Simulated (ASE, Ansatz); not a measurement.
## Generalised stacking fault on (112) of a Nb-Li solid solution (54 atoms): a single point

Wanted: forces and levels of generalised stacking fault on (112) of a Nb-Li solid solution (54 atoms).

Main program and level: Ansatz 0.2.0; Kohn-Sham DFT, r2SCAN, PAW (set soft_2), plane waves.

## Step 1: Starting point

The cell holds 54 atoms: 30 Nb and 24 Li. Cell: a = 8.820 Å, b = 4.801 Å, c = 25.177 Å, α = 90.0°, β = 87.2°, γ = 90.0°. It derives from Nb and Li. Bcc Nb lattice (a = 3.3949 Å, the value set for the mixture), cell with z along [112], 3 x 1 x 3 periods; the third cell vector is tilted by 0.417 of 1/2<111> (its sense, twinning or antitwinning, isn't checked) and lengthened by 0.2 Å, so the cell holds one fault; displaced by a Gaussian of 0.01 Å; 24 of 54 Nb sites given to Li at random (lattice constant by Vegard's rule between Nb and Li).

What the set-up can't give: The cell is under 6 Å thick along one periodic direction, so every atom has periodic images of itself close by, which move with it and show among its neighbours and in g(r). The host structure and its lattice constant were typed by rule, without a check against the phase diagram.

## Step 2: Plane-wave single point

One self-consistent run at the given positions yields energy and forces.

input.yaml reads:

```yaml
crystal:
  lattice:
    - [8.82021, 0.0, 0.0]
    - [0.0, 4.80111, 0.0]
    - [1.22504, 0.0, 25.14732]
  atoms:
    - { symbol: Nb, position: [0.53046, 0.99947, 0.99218] }
    - { symbol: Nb, position: [0.19442, 0.00111, 0.99115] }
    - { symbol: Li, position: [0.86333, 0.00176, 0.9917] }
    - { symbol: Nb, position: [0.77127, 0.49721, 0.05379] }
    - { symbol: Nb, position: [0.43747, 0.50134, 0.05439] }
    - { symbol: Li, position: [0.10424, 0.50079, 0.05474] }
    - { symbol: Li, position: [0.87293, 0.00146, 0.10948] }
    - { symbol: Li, position: [0.539, 0.00013, 0.11046] }
    - { symbol: Nb, position: [0.2054, 0.99986, 0.11033] }
    - { symbol: Nb, position: [0.6444, 0.49904, 0.16508] }
    - { symbol: Li, position: [0.31291, 0.5014, 0.16508] }
    - { symbol: Li, position: [0.97678, 0.49827, 0.1651] }
    - { symbol: Nb, position: [0.74782, 0.99869, 0.22063] }
    - { symbol: Nb, position: [0.41417, 0.00201, 0.21994] }
    - { symbol: Li, position: [0.07962, 0.99825, 0.21994] }
    - { symbol: Li, position: [0.85104, 0.50004, 0.27551] }
    - { symbol: Li, position: [0.51698, 0.49971, 0.27512] }
    - { symbol: Li, position: [0.18269, 0.50076, 0.27439] }
    - { symbol: Li, position: [0.62054, 0.00071, 0.33064] }
    - { symbol: Li, position: [0.28738, 0.00508, 0.33017] }
    - { symbol: Li, position: [0.95495, 0.99838, 0.3307] }
    - { symbol: Nb, position: [0.72469, 0.50104, 0.38487] }
    - { symbol: Nb, position: [0.39176, 0.49757, 0.3858] }
    - { symbol: Li, position: [0.05604, 0.49898, 0.38556] }
    - { symbol: Nb, position: [0.82817, 0.00098, 0.44071] }
    - { symbol: Nb, position: [0.49396, 0.00081, 0.44102] }
    - { symbol: Li, position: [0.15957, 0.00361, 0.44099] }
    - { symbol: Nb, position: [0.59688, 0.501, 0.49625] }
    - { symbol: Nb, position: [0.26409, 0.4988, 0.49601] }
    - { symbol: Li, position: [0.92983, 0.50142, 0.49596] }
    - { symbol: Nb, position: [0.70138, 0.99869, 0.55094] }
    - { symbol: Nb, position: [0.36653, 0.00473, 0.54988] }
    - { symbol: Nb, position: [0.03441, 0.00037, 0.55086] }
    - { symbol: Nb, position: [0.80491, 0.50211, 0.60604] }
    - { symbol: Li, position: [0.47066, 0.50218, 0.6064] }
    - { symbol: Li, position: [0.13709, 0.50218, 0.60614] }
    - { symbol: Nb, position: [0.57407, 0.99371, 0.6612] }
    - { symbol: Li, position: [0.24216, 0.99922, 0.66148] }
    - { symbol: Li, position: [0.9083, 0.00199, 0.66046] }
    - { symbol: Nb, position: [0.67855, 0.49864, 0.71581] }
    - { symbol: Li, position: [0.34686, 0.50163, 0.71604] }
    - { symbol: Nb, position: [0.01276, 0.50192, 0.71598] }
    - { symbol: Nb, position: [0.78274, 0.99908, 0.77107] }
    - { symbol: Nb, position: [0.44916, 0.99828, 0.77183] }
    - { symbol: Nb, position: [0.11658, 0.00102, 0.77176] }
    - { symbol: Nb, position: [0.55253, 0.50165, 0.82658] }
    - { symbol: Nb, position: [0.21658, 0.50277, 0.82574] }
    - { symbol: Li, position: [0.88481, 0.50352, 0.82697] }
    - { symbol: Nb, position: [0.65386, 0.00143, 0.88108] }
    - { symbol: Nb, position: [0.32269, 0.00151, 0.88147] }
    - { symbol: Nb, position: [0.98668, 0.00062, 0.88076] }
    - { symbol: Nb, position: [0.75877, 0.49809, 0.93645] }
    - { symbol: Li, position: [0.42455, 0.50147, 0.93643] }
    - { symbol: Li, position: [0.09213, 0.50072, 0.93671] }
kpoints:
  mp_grid: { grid: [2, 4, 1] }
hamiltonian:
  xc: r2scan
scf:
  occupations: { method: fermi_dirac, width: 0.1 }
output:
  forces: true
  stress: true
  populations: true
  dos:
    method: { smearing: { sigma: 0.1 } }
    de: 0.1
    projected: { site_lists: { Li: [Li], Nb: [Nb] } }
  eigenvalues: true
  write_density: true
  write_potential: true
  volumetric_format: npy
```

Started as:

```
$ ansatz run input.yaml --threads 8 --pin off --max-ram 15872MiB --backend cpu --events-out ev --progress --plain --runs-dir out
```

The program printed:

```text
Engine: ansatz 0.2.0, aarch64-unknown-linux-gnu
Pseudopotentials: kind: paw
Pseudopotential: Nb, paw, valence charge 13, recommended cutoff 500 eV (meta_gga), Nb.paw.azcp
Pseudopotential: Li, paw, valence charge 3, recommended cutoff 500 eV (meta_gga), Li.paw.azcp
[... 6 lines on functional and potentials left out ...]
Crystal: 54 atoms, lattice volume = 1064.908 Å³
Basis set: ecut = 500 eV, 27007 PW (Γ), exchange–correlation on 288×144×768 points (64 copies of the dense FFT grid, shifted against one another)
Bands: 285, of which v1, the nominal top of the filled ones, is band 231 counted from 1 (230 counted from 0)
Symmetry: 1 space group operations
Space group: P1 (ITA 1), of the structure as read, at distance tolerance 1.0e-4 Å
k-points: 6 of 8 (time reversal used)
[... 6 lines on functional and potentials left out ...]
Initial density: superposition of atomic densities (neutral atoms: chi_scale 0, normalization atom), corrected by the library's trained network
Initial wavefunctions: pseudopotential atomic-orbital guess
Functional: x = r2scan, c = r2scan; τ floored in thin density (d = 2e-4 eV/Å³)
SCF iter   1: F=—  HF=-141801.377344 eV  |F-HF|=—  |Δ(HF+E_count)|=         —  Δρ=1.08e-2  dr2=3.22e1  dr2_τ=4.32e-1  ethr=1.77e-3  ⟨swp⟩=10.7  Hψ=7876  notcnv=0
preconditioner: auto → Kerker (q_TF=auto, 2.374 Å⁻¹)  [metal: Δε(μ)=0.002 eV  Ē_g=2.725 eV  σ=0.100 eV  W_gap=0.01  n_scr=234 (ndim 8)  ℏωp=15.0 eV  f_vac=0.000  D(μ)=60.81/eV (n_scr^D=616)]
SCF iter   2: F=—  HF=-141801.473476 eV  |F-HF|=—  |Δ(HF+E_count)|=   9.61e-2  Δρ=7.21e-3  dr2=5.14e0  dr2_τ=2.32e-1  ethr=1.77e-3  ⟨swp⟩=2.0  Hψ=2146  notcnv=0
SCF iter   3: F=—  HF=-141801.440959 eV  |F-HF|=—  |Δ(HF+E_count)|=   3.25e-2  Δρ=3.53e-3  dr2=1.48e0  dr2_τ=1.89e-2  ethr=1.11e-3  ⟨swp⟩=1.0  Hψ=1710  notcnv=0
SCF iter   4: F=—  HF=-141801.451369 eV  |F-HF|=—  |Δ(HF+E_count)|=   1.04e-2  Δρ=2.98e-3  dr2=7.22e-1  dr2_τ=2.48e-2  ethr=3.21e-4  ⟨swp⟩=1.0  Hψ=1710  notcnv=0
SCF iter   5: F=—  HF=-141801.435923 eV  |F-HF|=—  |Δ(HF+E_count)|=   1.54e-2  Δρ=7.88e-4  dr2=8.33e-2  dr2_τ=1.67e-3  ethr=1.56e-4  ⟨swp⟩=1.0  Hψ=1710  notcnv=0
SCF iter   6: F=—  HF=-141801.436699 eV  |F-HF|=—  |Δ(HF+E_count)|=   7.75e-4  Δρ=5.14e-4  dr2=9.98e-3  dr2_τ=9.76e-4  ethr=1.80e-5  ⟨swp⟩=1.0  Hψ=1710  notcnv=0
SCF iter   7: F=—  HF=-141801.436705 eV  |F-HF|=—  |Δ(HF+E_count)|=   6.73e-6  Δρ=2.41e-4  dr2=3.93e-3  dr2_τ=1.28e-4  ethr=2.16e-6  ⟨swp⟩=2.0  Hψ=1806  notcnv=0
SCF iter   8: F=—  HF=-141801.436792 eV  |F-HF|=—  |Δ(HF+E_count)|=   8.65e-5  Δρ=1.67e-4  dr2=2.68e-3  dr2_τ=6.82e-5  ethr=8.50e-7  ⟨swp⟩=1.0  Hψ=1710  notcnv=0
SCF iter   9: F=—  HF=-141801.436787 eV  |F-HF|=—  |Δ(HF+E_count)|=   4.88e-6  Δρ=8.08e-5  dr2=6.24e-4  dr2_τ=2.42e-5  ethr=5.79e-7  ⟨swp⟩=1.0  Hψ=1710  notcnv=0
SCF iter  10: F=—  HF=-141801.436791 eV  |F-HF|=—  |Δ(HF+E_count)|=   4.12e-6  Δρ=4.32e-5  dr2=1.14e-4  dr2_τ=7.05e-6  ethr=1.35e-7  ⟨swp⟩=1.2  Hψ=1711  notcnv=0
SCF iter  11: F=—  HF=-141801.436799 eV  |F-HF|=—  |Δ(HF+E_count)|=   8.28e-6  Δρ=2.65e-5  dr2=1.61e-5  dr2_τ=7.03e-7  ethr=2.47e-8  ⟨swp⟩=1.2  Hψ=1711  notcnv=0
SCF iter  12: F=—  HF=-141801.438302 eV  |F-HF|=—  |Δ(HF+E_count)|=   1.50e-3  Δρ=1.76e-5  dr2=1.26e-5  dr2_τ=8.57e-7  ethr=3.47e-9  ⟨swp⟩=2.0  Hψ=2196  notcnv=0
SCF iter  13: F=—  HF=-141801.438302 eV  |F-HF|=—  |Δ(HF+E_count)|=   1.79e-7  Δρ=7.03e-6  dr2=3.85e-6  dr2_τ=1.21e-7  ethr=2.74e-9  ⟨swp⟩=1.7  Hψ=1745  notcnv=0
SCF iter  14: F=—  HF=-141801.438302 eV  |F-HF|=—  |Δ(HF+E_count)|=   7.32e-8  Δρ=5.37e-6  dr2=1.37e-6  dr2_τ=9.39e-8  ethr=8.33e-10  ⟨swp⟩=1.3  Hψ=1712  notcnv=0
SCF iter  15: F=—  HF=-141801.438302 eV  |F-HF|=—  |Δ(HF+E_count)|=   9.11e-9  Δρ=2.54e-6  dr2=1.57e-7  dr2_τ=1.02e-8  ethr=2.97e-10  ⟨swp⟩=1.0  Hψ=1710  notcnv=0
SCF iter  16: F=—  HF=-141801.438302 eV  |F-HF|=—  |Δ(HF+E_count)|=   3.35e-8  Δρ=1.84e-6  dr2=2.19e-7  dr2_τ=7.02e-9  ethr=2.16e-11  ⟨swp⟩=8.7  Hψ=9039  notcnv=0
SCF iter  17: F=-141801.438302 eV  HF=-141801.438302 eV  |F-HF|=3.22e-8  |Δ(HF+E_count)|=   6.81e-9  Δρ=1.21e-6  dr2=4.77e-8  dr2_τ=2.80e-9  ethr=2.16e-11  ⟨swp⟩=6.0  Hψ=8758  notcnv=0
SCF 1 converged in 17 iterations: F = -141801.438302 eV  dr2 = 4.77e-8
  greatest PAW one-centre occupation: 1.000 electrons in one spin orbital (limit 2), on the Nb atom at site 48 (counted from 0), in its partial waves of l = 0
SCF converged after 17 iterations
Free energy (F): -141801.438302 eV
Harris-Foulkes:  -141801.438302 eV  (|F-HF|=3.22e-8)
Internal energy: -141799.467741 eV  (E = F + TS)
E sigma→0 (E₀):  -141800.453022 eV
Entropy (-TS):   -1.970561 eV (-36.492 meV/atom)
Fermi energy:    9.192230 eV
--- Per-component energies (eV) ---
  E_band       = -7391.938644
  E_kinetic    = 12165.297260
  E_local      = -53506.959606  (includes V_loc(G=0)·N_el)
  E_nonlocal   = 2804.835455
  E_hartree    = 20812.455654
  E_xc         = -5245.785484
  E_vxc        = -7324.172217  (∫ρ·V_xc dr)
  E_paw        = -93227.175442  (= ΣΔE_a)
  E_vpaw       = -3620.482591  (= ΣTr[D̂ρ^β])
  E_aug_tail   = -0.002360  (compensation charges beyond the density's cutoff)
  E_vtau       = 464.629319  (kinetic-family band-sum trace: ∫τ·v_τ [+ j·A + Jᵃ·Aᵃ] dr)
  E_ewald      = -25596.360298
  E_core_change = -5.772921  (= ΣΔE_core)
  E_smearing   = -1.970561  (= −TS)
  E_closure    = 0.000000  (closes the sum)
  Σ components = -141801.438302   (vs F -141801.438302, Δ=0.00e0)
--- Forces (eV/Å), atoms counted from 1 ---
  atom   1  Nb     0.14657262     0.02735441     0.05756854
  atom   2  Nb     1.71121983    -0.01020725     0.63037911
  atom   3  Li     0.09643570    -0.05584852    -0.03843828
  atom   4  Nb    -2.26292644     0.07365077    -0.33161068
  atom   5  Nb     0.09502045    -0.02029148    -0.07521675
  atom   6  Li    -0.13265868    -0.00340244     0.02488934
  atom   7  Li    -0.14357204    -0.04177557     0.09000730
  atom   8  Li     0.40847177     0.00078171    -0.03735873
  atom   9  Nb     1.72209920     0.02035429    -1.50915982
  atom  10  Nb    -0.29062290    -0.01416933     0.04867726
  atom  11  Li    -0.23744051    -0.00576329     0.04434101
  atom  12  Li     0.04204502     0.01099599    -0.12942780
  atom  13  Nb    -2.20692233     0.01769005    -1.06983106
  atom  14  Nb     1.96000370    -0.01068295    -1.18023620
[...]
atom  53  Li    -0.27890167    -0.01040743     0.06375200
  atom  54  Li     0.08811672     0.00103274     0.06696161
  max |Σ_I F_I| component: 6.62e-5 eV/Å
--- Stress (GPa, compression-positive) ---
      -11.888831       0.022710       0.198869
        0.022710     -10.220110       0.043571
        0.198869       0.043571     -10.389704
  P = ⅓ Tr σ = -10.8329 GPa (-108.329 kbar)
--- Band table (eV; the first three rows and the last of 6) ---
  k-point 0: bands = ["-47.7473", "-47.7200", "-47.6150", "-47.5759", [... 269 levels ...], "11.1564", "11.2130", "11.2691", "11.3157", "11.3467", "11.4027", "11.4535", "11.5192", "11.5294", "11.5640", "11.6474", "11.6541"]
[...]
--- Löwdin populations: 54 sites ---
  site symbol       q [e]
     0     Nb     13.0009
     1     Nb     13.1642
     2     Li      2.6644
[...]
53     Li      2.6417
  spilling = 0.008899 (of n_electrons = 462.000000)
```

Run time: 1.8 min. Hardware: 8 threads of Arm Neoverse V2, shared host; peak memory 8.6 GiB; 14 min of CPU time.

Numbers from this run:

```yaml
free_energy: -141801.4383 eV
free_energy_per_atom: -2625.9526 eV/atom
scf_cycles: 17
pressure: -10.83 GPa
r_m_s_force_component: 0.5467 eV/Å
longest_force: 2.595 eV/Å
fermi_energy: 9.192 eV
levels_partly_filled_by_over_2_per_cent: 130
spilling_of_the_projection: 0.008899
```

Length of the force by element:

| element | coordination | atoms | mean length of the force (eV/Å) | spread | least | most |
| --- | --- | --- | --- | --- | --- | --- |
| Li | all | 24 | 0.210 | 0.095 | 0.0754 | 0.410 |
| Nb | all | 30 | 0.955 | 0.812 | 0.0979 | 2.59 |

Density of states as counts of states in windows of 0.5 eV (from the Fermi level), total and the larger projections:

| from (eV) | to (eV) | total | Nb d | Nb s | Li s |
| --- | --- | --- | --- | --- | --- |
| -10 | -6 | 0.0 | 0.0 | 0.0 | 0.0 |
| -6 | -5.5 | 0.1 | 0.0 | 0.1 | 0.0 |
| -5.5 | -5 | 0.7 | 0.0 | 0.6 | 0.1 |
| -5 | -4.5 | 2.1 | 0.1 | 1.6 | 0.4 |
| -4.5 | -4 | 3.0 | 0.1 | 2.0 | 0.7 |
| -4 | -3.5 | 4.0 | 0.5 | 2.5 | 1.0 |
| -3.5 | -3 | 8.2 | 2.1 | 4.4 | 1.5 |
| -3 | -2.5 | 14.2 | 8.3 | 4.0 | 1.7 |
| -2.5 | -2 | 20.0 | 14.3 | 2.8 | 2.6 |
| -2 | -1.5 | 26.1 | 21.1 | 2.3 | 2.2 |
| -1.5 | -1 | 31.6 | 27.3 | 1.5 | 2.0 |
| -1 | -0.5 | 34.3 | 29.7 | 1.5 | 1.8 |
| -0.5 | 0 | 30.5 | 25.5 | 1.5 | 1.7 |
| 0 | 0.5 | 25.9 | 20.7 | 1.5 | 1.6 |
| 0.5 | 1 | 22.7 | 17.6 | 1.3 | 1.1 |

About 287 of the 462 electrons lie in deeper levels, below the stored range.

The levels nearest the highest filled one (over half full), pooled over k-points and spins:

| level less the highest filled one (eV) | occupation |
| --- | --- |
| -0.0192 | 1.14 |
| -0.0131 | 1.11 |
| -0.0079 | 1.08 |
| -0.0043 | 1.06 |
| -0.0021 | 1.05 |
| 0 | 1.04 |
| 0.0136 | 0.973 |
| 0.0172 | 0.955 |
| 0.0184 | 0.948 |
| 0.0302 | 0.89 |
| 0.0314 | 0.884 |
| 0.0372 | 0.856 |

Valence density in the ca plane at fractional y = 0.000, with atoms of Nb and Li within 0.2 Å of it. It is the smooth field of the valence electrons, not physical close to the nuclei.

Ten even steps from '0' (0.0 e/Å³) to '9' (7.1 e/Å³), each cell a mean:
```
00593000000000000343100000100000000000026663
00362000001100000010000005810000000000013541
00000000035520000000000004710000011000001110
00000000156641000000000000100000354200000000
00000000146641000111000000000001566410000000
00000000014420001454100000000001566410001100
00000000000100002666300000000000244200013531
00010000000000001566300001100000011000026662
00593000000000000243100024530000000000026663
00372000001100000010000036661000000000013541
00000000035520000000000036662000011000001110
00000000146641000000000013431000254200000000
00000000146641000111000000100001566410000000
00000000014420001454100000000001466410001110
00000000000100002666300000000000244200013531
00010000000000002666300000000000011000026663
00593000000000000343100000100000000000026663
00362000000000000011000005920000000000013541
00000000001100000000000004720000011000000110
00000000007710000000000000100000354200000000
00000000005610000111000000000001566410000000
00000000000000001354100000000001466410000100
00000000000000002666300000000000244200013431
00010000000000002666300000000000011000026662
```
Columns run along c (16.0 Å, from fractional 0.29 to 0.92 of the cell), rows up along a (8.8 Å). Atoms in or near the plane, at fractional coordinates: Li at (0.33, 0.62), Li at (0.33, 0.29), Li at (0.33, 0.95), Nb at (0.44, 0.83), Nb at (0.44, 0.49), Li at (0.44, 0.16), Nb at (0.55, 0.70), Nb at (0.55, 0.37), Nb at (0.55, 0.03), Nb at (0.66, 0.57), Li at (0.66, 0.24), Li at (0.66, 0.91), Nb at (0.77, 0.78), Nb at (0.77, 0.45) and more.

Electrostatic potential energy in the ca plane at fractional y = 0.000, with atoms of Nb and Li within 0.2 Å of it. With pseudopotentials it is smooth inside the atoms' cores, unlike the true potential.

Values in eV, 13 rows by 16 columns, each cell a mean:
```
 -1 -17   9   0   2   8 -21  -8   8 -12   8  10   7  10 -34 -49
  8   2   8 -38 -37   9   7   9   9 -14   7  -2 -20   8   1  -4
 11  11   9 -42 -45   5 -16  -2  11   8  10 -23 -67  -1   7   6
  9   7  11  -2  -4   3 -61 -30   9   5  10  -9 -43   2 -21 -30
  0 -14  11   7   7   7 -40 -19   0 -40  -2   9   4   9 -40 -55
  5  -5   9 -23 -22  10   4   6  -7 -70 -15   5  -4   9  -8 -17
 11  10   8 -48 -50   7  -1   6   5 -26   0 -17 -57   1   8   7
 10  10  11 -15 -18   2 -51 -20  10   7  10 -16 -59  -1 -10 -15
  2  -7  11   9   9   4 -57 -27  10   4  11   6  -6   7 -40 -56
  1 -13  10   8   8  10  -7   1   8 -19   6   8   4  10 -19 -34
 10   7  11  -7  -7  11   5   8  10  -5   7 -10 -40   5   7   5
 11  10  11   0  -1   6 -35 -12  11  11  11 -21 -67  -2   1  -1
  6   0  11   9  10   3 -63 -33   9  10  11   0 -22   5 -34 -44
```
Columns run along c (16.0 Å, from fractional 0.29 to 0.92 of the cell; values clipped at the 3rd and 97th percentile), rows up along a (8.8 Å). Atoms in or near the plane, at fractional coordinates: Li at (0.33, 0.62), Li at (0.33, 0.29), Li at (0.33, 0.95), Nb at (0.44, 0.83), Nb at (0.44, 0.49), Li at (0.44, 0.16), Nb at (0.55, 0.70), Nb at (0.55, 0.37), Nb at (0.55, 0.03), Nb at (0.66, 0.57), Li at (0.66, 0.24), Li at (0.66, 0.91), Nb at (0.77, 0.78), Nb at (0.77, 0.45) and more.

Within 0.4 eV of the Fermi level the largest share is Nb d (87 % of the projected weight).

## Step 3: Structure statistics

Bonds and neighbours are counted at the geometry of the runs.

Density 4.61 g/cm³, 19.72 Å³ an atom.

Pair distribution functions g(r), in bins of 0.2 Å:

| r (Å) | total | Nb-Nb | Nb-Li | Li-Li |
| --- | --- | --- | --- | --- |
| 2.80 | 0.04 | 0.11 | 0.00 | 0.00 |
| 3.00 | 7.23 | 6.95 | 7.50 | 7.00 |
| 3.20 | 0.00 | 0.00 | 0.00 | 0.00 |
| 3.40 | 3.79 | 4.09 | 3.37 | 4.36 |
| 3.60 | 0.13 | 0.29 | 0.00 | 0.22 |
| 3.80 | 0.00 | 0.00 | 0.00 | 0.00 |
| 4.00 | 0.11 | 0.12 | 0.07 | 0.18 |
| 4.20 | 0.00 | 0.00 | 0.00 | 0.00 |
| 4.40 | 0.09 | 0.00 | 0.19 | 0.00 |
| 4.60 | 0.08 | 0.09 | 0.11 | 0.00 |
| 4.80 | 3.70 | 4.53 | 2.66 | 5.02 |
| 5.00 | 0.00 | 0.00 | 0.00 | 0.00 |
| 5.20 | 0.39 | 0.35 | 0.43 | 0.33 |
| 5.40 | 0.00 | 0.00 | 0.00 | 0.00 |
| 5.60 | 5.39 | 5.25 | 5.58 | 5.20 |
| 5.80 | 1.66 | 1.69 | 1.62 | 1.66 |
| 6.00 | 0.12 | 0.13 | 0.12 | 0.08 |
| 6.20 | 0.18 | 0.22 | 0.12 | 0.27 |
| 6.40 | 0.21 | 0.09 | 0.28 | 0.21 |
| 6.60 | 0.04 | 0.09 | 0.03 | 0.00 |
| 6.80 | 1.09 | 1.10 | 1.10 | 1.08 |
| 7.00 | 0.00 | 0.00 | 0.00 | 0.00 |
| 7.20 | 0.03 | 0.07 | 0.00 | 0.06 |
| 7.40 | 2.98 | 2.96 | 2.98 | 3.01 |
| 7.60 | 3.08 | 3.06 | 3.09 | 3.07 |
| 7.80 | 0.17 | 0.23 | 0.13 | 0.19 |

The surroundings of Nb23, which bears the longest force, nearest first, numbered as they follow in the input and with coordinates relative to it.

| atom | x | y | z | distance (Å) | Fx | Fy | Fz (eV/Å) |
| --- | --- | --- | --- | --- | --- | --- | --- |
| Nb23 | 0.00 | 0.00 | 0.00 | 0.00 | 1.78 | 0.09 | 1.89 |
| Li20 | -0.99 | -2.36 | -1.40 | 2.92 | 0.02 | -0.08 | 0.17 |
| Nb26 | 0.97 | -2.38 | 1.39 | 2.93 | 0.22 | 0.00 | 0.28 |
| Nb22 | 2.94 | 0.02 | -0.02 | 2.94 | -1.46 | -0.02 | 1.60 |
| Nb29 | -0.99 | 0.01 | 2.77 | 2.94 | 0.71 | 0.02 | -0.40 |
| Li17 | 0.97 | 0.01 | -2.78 | 2.95 | 0.23 | 0.02 | 0.00 |
| Nb26 | 0.97 | 2.42 | 1.39 | 2.95 | 0.22 | 0.00 | 0.28 |
| Li24 | -2.96 | 0.01 | -0.01 | 2.96 | -0.04 | 0.02 | 0.24 |
| Li20 | -0.99 | 2.44 | -1.40 | 2.98 | 0.02 | -0.08 | 0.17 |
| Li19 | 1.95 | -2.39 | -1.39 | 3.38 | -0.22 | 0.00 | 0.08 |
| Li27 | -1.98 | -2.37 | 1.39 | 3.39 | 0.35 | -0.05 | -0.12 |
| Nb28 | 1.94 | 0.02 | 2.78 | 3.39 | -0.27 | -0.02 | -0.94 |
| Li19 | 1.95 | 2.42 | -1.39 | 3.40 | -0.22 | 0.00 | 0.08 |
| Li27 | -1.98 | 2.43 | 1.39 | 3.43 | 0.35 | -0.05 | -0.12 |
| Li18 | -1.98 | 0.02 | -2.80 | 3.43 | 0.17 | 0.00 | -0.10 |

## Step 4: Results

```
free energy per atom       : -2625.9526 eV/atom
density                    : 4.606 g/cm³
pressure                   : -10.83 GPa
r.m.s. force component     : 0.5467 eV/Å
wall time of the 1 DFT run : 1.8 min
```

130 levels are partly filled, by over 2 % (on the run's k-points), as in a metal.

**Limits.** The geometry was built by rule, was displaced at random and isn't relaxed at this level: its force components are 0.55 eV/Å r.m.s. The pressure of -11 GPa says that the cell would shrink at this level of theory.

[Logs are printed without paths, hosts, clocks, repeated set-up lines and the standing remarks that a program may print on its own settings, such as how far it seeks lower states.]

[Hosts, paths, dates, database ids (printed as entryN), source tags and the programs' standing remarks are cut or masked in the printed files.]
